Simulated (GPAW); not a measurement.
# How KZnF3 absorbs and reflects light

Aim: the dielectric function of KZnF3, and the optical constants that follow from it.

Main program and level: GPAW 26.7.0; DFT, RPBE, plane-wave PAW (GPAW data sets), scalar-relativistic, RPA, optical limit.

Report form: the programs' logs are mostly left out.

### Step 1. Set-up

Symmetry: Pm-3m, No. 221, cubic system. The conventional cell has a = 4.050 Å, b = 4.050 Å, c = 4.050 Å, α = 90.00°, β = 90.00°, γ = 90.00°. Zn has 6 F at 2.02 Å nearest. K has 12 F at 2.86 Å nearest. F has 2 Zn at 2.02 Å and 4 K at 2.86 Å nearest. Farther neighbours and most contacts between anions are not listed.

Coordinates:

```cif
data_structure
_symmetry_space_group_name_H-M 'Pm-3m'
_symmetry_Int_Tables_number 221
_cell_length_a 4.0500
_cell_length_b 4.0500
_cell_length_c 4.0500
_cell_angle_alpha 90.000
_cell_angle_beta 90.000
_cell_angle_gamma 90.000
_cell_volume 66.43
loop_
_atom_site_label
_atom_site_type_symbol
_atom_site_symmetry_multiplicity
_atom_site_Wyckoff_symbol
_atom_site_fract_x
_atom_site_fract_y
_atom_site_fract_z
_atom_site_occupancy
Zn1 Zn 1 b 0.50000 0.50000 0.50000 1
K1 K 1 a 0.00000 0.00000 0.00000 1
F1 F 3 c 0.50000 0.00000 0.50000 1
```

### Step 2. Ground state

First the ground state: is it a metal or has it a gap?

This step: DFT, RPBE, plane-wave PAW (GPAW data sets), scalar-relativistic, ground state (GPAW 26.7.0).

gs.py

```python
from ase import Atoms
from ase.dft.bandgap import bandgap
from gpaw import GPAW, PW, FermiDirac

atoms = Atoms(['Zn', 'K', 'F', 'F', 'F'],
              cell=[[4.05000000, 0.00000000, 0.00000000],
                    [0.00000000, 4.05000000, 0.00000000],
                    [0.00000000, 0.00000000, 4.05000000]],
              scaled_positions=[[0.50000000, 0.50000000, 0.50000000],
                                [0.00000000, 0.00000000, 0.00000000],
                                [0.50000000, 0.00000000, 0.50000000],
                                [0.00000000, 0.50000000, 0.50000000],
                                [0.50000000, 0.50000000, 0.00000000]],
              pbc=[True, True, True])
atoms.calc = GPAW(mode=PW(500), xc='RPBE', kpts={'size': (6, 6, 6), 'gamma': True},
                  occupations=FermiDirac(0.05), maxiter=150, txt='gs.txt')
print('energy (eV)', atoms.get_potential_energy())
print('Fermi level (eV)', atoms.calc.get_fermi_level())
print('valence electrons', atoms.calc.get_number_of_electrons())
print('gap (eV)', bandgap(atoms.calc, output=None)[0])
print('direct gap (eV)', bandgap(atoms.calc, direct=True, output=None)[0])
atoms.calc.write('gs.gpw')
```

On the command line:

```bash
$ OMP_NUM_THREADS=1 python gs.py
```

Wall time 16 s (1 thread of Arm Neoverse V2, shared host); peak memory 0.16 GiB.

This step gave:

```
energy                 : -18.64 eV
Fermi energy           : 3.936 eV
gap on the k-mesh      : 4.007 eV
direct gap on the mesh : 5.857 eV
electrons              : 42
```

There is a gap, 4.01 eV on this mesh (points off the mesh can give less), so no carriers' term is needed.

### Step 3. Bands for the response

At the fixed density, many empty bands are solved on the mesh of the response, since the spectrum sums over them.

This step: DFT, RPBE, plane-wave PAW (GPAW data sets), scalar-relativistic, bands at fixed density (GPAW 26.7.0).

nscf.py

```python
from ase.dft.bandgap import bandgap
from gpaw import GPAW, FermiDirac

calc = GPAW('gs.gpw').fixed_density(kpts={'size': (6, 6, 6), 'gamma': True}, nbands=51, convergence={'bands': 45},
                                    occupations=FermiDirac(0.001), txt='nscf.txt')
print('gap (eV)', bandgap(calc, output=None)[0])
print('direct gap (eV)', bandgap(calc, direct=True, output=None)[0])
print('top band over the Fermi level (eV)', min(calc.get_eigenvalues(kpt=k)[44] for k in range(len(calc.get_ibz_k_points()))) - calc.get_fermi_level())
calc.write('full.gpw', mode='all')
```

On the command line:

```bash
$ OMP_NUM_THREADS=1 python nscf.py
```

The job ended after 39 s (1 thread; peak memory 0.19 GiB).

### Step 4. Dielectric function, RPA

Local fields let the induced charge screen the field inside the cell, which as a rule lowers ε, most along directions where the density is uneven.

This step: DFT, RPBE, plane-wave PAW (GPAW data sets), scalar-relativistic, RPA, optical limit (GPAW 26.7.0).

df.py

```python
from gpaw.response.df import DielectricFunction

df = DielectricFunction('full.gpw', frequencies={'type': 'nonlinear', 'domega0': 0.03, 'omega2': 8},
                        ecut=50,
                        eta=0.15,
                        nbands=45,
                        txt='df.txt')
for direction in ['x']:
    df.get_dielectric_function(xc='RPA', direction=direction, filename=f'df_{direction}.csv')
```

On the command line:

```bash
$ OMP_NUM_THREADS=1 python df.py
```

Wall time 6.8 s (1 thread); peak memory 0.32 GiB.

Read-outs, printed or worked out from the files:

| Property | Result |
| --- | --- |
| electronic dielectric constant ε∞, mean over x, y and z (by symmetry where fewer were run) | 2.181 |

The Im ε, E ∥ x has structure finer than the step of the table below, so its rows give means over 0.5 eV, whole bins alone (the curve runs from 0 to 19.9 eV). Peaks (eV: height): 6.44: 1.04, 7.97: 1.55, 8.77: 1.23, 11.25: 1.60, 13.17: 1.73, 15.63: 1.62, 16.75: 1.48.

Sum at mesh points, not converged in k; values under the direct gap are tails of Lorentzian lines. Im ε, E ∥ x against photon energy; means over each step:

```csv
photon energy (eV),"Im ε, E ∥ x"
0.5,0.00141
1.0,0.00287
1.5,0.00447
2.0,0.00627
2.5,0.00841
3.0,0.0111
3.5,0.0146
4.0,0.0196
4.5,0.0276
5.0,0.0430
5.5,0.0969
6.0,0.306
6.5,0.848
7.0,0.940
7.5,1.29
8.0,1.41
8.5,1.11
9.0,1.04
9.5,0.973
10.0,0.971
10.5,1.03
11.0,1.41
11.5,1.51
12.0,1.05
12.5,0.872
13.0,1.51
13.5,1.52
14.0,1.24
14.5,1.10
15.0,1.39
15.5,1.58
16.0,1.31
16.5,1.29
17.0,1.32
17.5,1.03
18.0,0.911
18.5,0.918
19.0,0.827
19.5,0.775
```

The reflectivity at normal incidence, E ∥ x has structure finer than the step of the table below, so its rows give means over 0.5 eV, whole bins alone (the curve runs from 0 to 19.9 eV). Peaks (eV: height): 6.33: 9.04, 6.76: 8.08, 7.27: 8.60, 11.10: 8.18, 13.08: 8.80, 15.73: 8.69, 16.85: 8.20.

Sum at mesh points, not converged in k. Table of reflectivity at normal incidence, E ∥ x by photon energy; means over each step:

photon energy (eV), reflectivity at normal incidence, E ∥ x (%) and a bar from the least value:
```
      0.5       3.72 ####
      1.0       3.75 ####
      1.5       3.80 #####
      2.0       3.88 #####
      2.5       3.98 ######
      3.0       4.12 ######
      3.5       4.30 #######
      4.0       4.54 #########
      4.5       4.87 ###########
      5.0       5.35 ##############
      5.5       6.18 ##################
      6.0       7.44 ##########################
      6.5       7.93 ############################
      7.0       7.67 ###########################
      7.5       8.21 ##############################
      8.0       7.60 ##########################
      8.5       5.97 #################
      9.0       5.34 #############
      9.5       5.30 #############
     10.0       5.23 #############
     10.5       5.96 #################
     11.0       7.67 ###########################
     11.5       7.48 ##########################
     12.0       4.69 ##########
     12.5       4.56 #########
     13.0       7.95 ############################
     13.5       7.51 ##########################
     14.0       5.80 ################
     14.5       4.97 ###########
     15.0       6.78 ######################
     15.5       8.21 ##############################
     16.0       6.84 ######################
     16.5       6.33 ###################
     17.0       7.66 ###########################
     17.5       5.46 ##############
     18.0       4.36 ########
     18.5       4.10 ######
     19.0       3.53 ###
     19.5       3.00
```

The Im ε, E ∥ x has structure finer than the step of the table below, so its rows give means over 0.5 eV, whole bins alone (the curve runs from 0 to 19.9 eV). Peaks (eV: height): without local fields 6.44: 1.03, 7.97: 1.53, 11.25: 1.68, 13.08: 1.99, 15.25: 1.78, 16.75: 1.60; with local fields 6.44: 1.04, 7.97: 1.55, 8.77: 1.23, 11.25: 1.60, 13.17: 1.73, 15.63: 1.62, 16.75: 1.48.

Sum at mesh points, not converged in k; values under the direct gap are tails of Lorentzian lines. The Im ε, E ∥ x by photon energy; means over each step:

```csv
photon energy (eV),without local fields,with local fields
0.5,0.00146,0.00141
1.0,0.00298,0.00287
1.5,0.00463,0.00447
2.0,0.00649,0.00627
2.5,0.00869,0.00841
3.0,0.0114,0.0111
3.5,0.0150,0.0146
4.0,0.0201,0.0196
4.5,0.0281,0.0276
5.0,0.0435,0.0430
5.5,0.0971,0.0969
6.0,0.305,0.306
6.5,0.843,0.848
7.0,0.935,0.940
7.5,1.28,1.29
8.0,1.40,1.41
8.5,1.10,1.11
9.0,1.03,1.04
9.5,0.970,0.973
10.0,0.965,0.971
10.5,1.05,1.03
11.0,1.47,1.41
11.5,1.56,1.51
12.0,1.07,1.05
12.5,0.946,0.872
13.0,1.75,1.51
13.5,1.68,1.52
14.0,1.32,1.24
14.5,1.22,1.10
15.0,1.55,1.39
15.5,1.70,1.58
16.0,1.40,1.31
16.5,1.43,1.29
17.0,1.40,1.32
17.5,1.07,1.03
18.0,0.921,0.911
18.5,0.993,0.918
19.0,0.941,0.827
19.5,1.16,0.775
```

The loss function −Im 1/ε at q → 0, E ∥ x has structure finer than the step of the table below, so its rows give means over 0.5 eV, whole bins alone (the curve runs from 0 to 19.9 eV). Peaks (eV: height): 8.15: 0.242, 11.79: 0.358, 13.86: 0.394, 15.93: 0.478, 17.28: 0.602.

Sum at mesh points, not converged in k; values under the direct gap are tails of Lorentzian lines. Table of loss function −Im 1/ε at q → 0, E ∥ x by energy loss; means over each step:

```csv
energy loss (eV),"loss function −Im 1/ε at q → 0, E ∥ x"
0.5,2.9e-4
1.0,6.0e-4
1.5,9.2e-4
2.0,0.00127
2.5,0.00167
3.0,0.00213
3.5,0.00271
4.0,0.00347
4.5,0.00458
5.0,0.00650
5.5,0.0125
6.0,0.0322
6.5,0.0916
7.0,0.107
7.5,0.150
8.0,0.210
8.5,0.200
9.0,0.214
9.5,0.190
10.0,0.193
10.5,0.175
11.0,0.207
11.5,0.304
12.0,0.315
12.5,0.200
13.0,0.235
13.5,0.338
14.0,0.371
14.5,0.309
15.0,0.295
15.5,0.379
16.0,0.462
16.5,0.419
17.0,0.530
17.5,0.566
18.0,0.544
18.5,0.495
19.0,0.501
19.5,0.446
```

At chosen wavelengths:

```csv
wavelength (nm),n,k,R (%),1/α
800,1.48,0.002,3.8,41 µm
633,1.49,0.002,3.9,25 µm
532,1.50,0.003,3.9,17 µm
405,1.51,0.004,4.1,8.5 µm
365,1.52,0.005,4.3,6.4 µm
248,1.60,0.013,5.3,1.5 µm
193,1.74,0.298,8.3,52 nm
```

Below the direct gap, k and the depth come from the tails of the Lorentzian lines, not from transitions.

Rows near the edge hang on the gap, which this functional as a rule makes too small, and phonon-assisted absorption is left out.

### Step 5. Summary of results

```json
{
 "electronic dielectric constant ε∞, mean over x, y and z (by symmetry where fewer were run) (RPA)": "2.18"
}
```

At this level (RPBE, RPA) KZnF3 has ε∞ = 2.18 and n = 1.48 at 1550 nm. On the mesh the gap is 4.01 eV and the least direct gap 5.86 eV, so on this mesh the band edges lie at different points. Local fields change the static value along x from 2.28 to 2.18 (-4 %). Excitons and phonon-assisted transitions are missing; RPBE gaps are as a rule too small, which pulls the onset down and ε∞ up. In this version of GPAW the matrix elements of the optical limit are incomplete, which can lower ε − 1 by up to a tenth where first-row anions or d states rule, and shift it by more in d metals. The sum runs over mesh points 0.26 Å⁻¹ apart with no interpolation, so peaks are partly noise of the mesh and static values carry its error.

[Machine, clock and banner lines and Python warnings are left out of the logs.]

[Logs are printed without paths, hosts, clocks, repeated set-up lines and the standing remarks that a program may print on its own settings, such as how far it seeks lower states.]

[Hosts, paths, dates, database ids (printed as entryN), source tags and the programs' standing remarks are cut or masked in the printed files.]
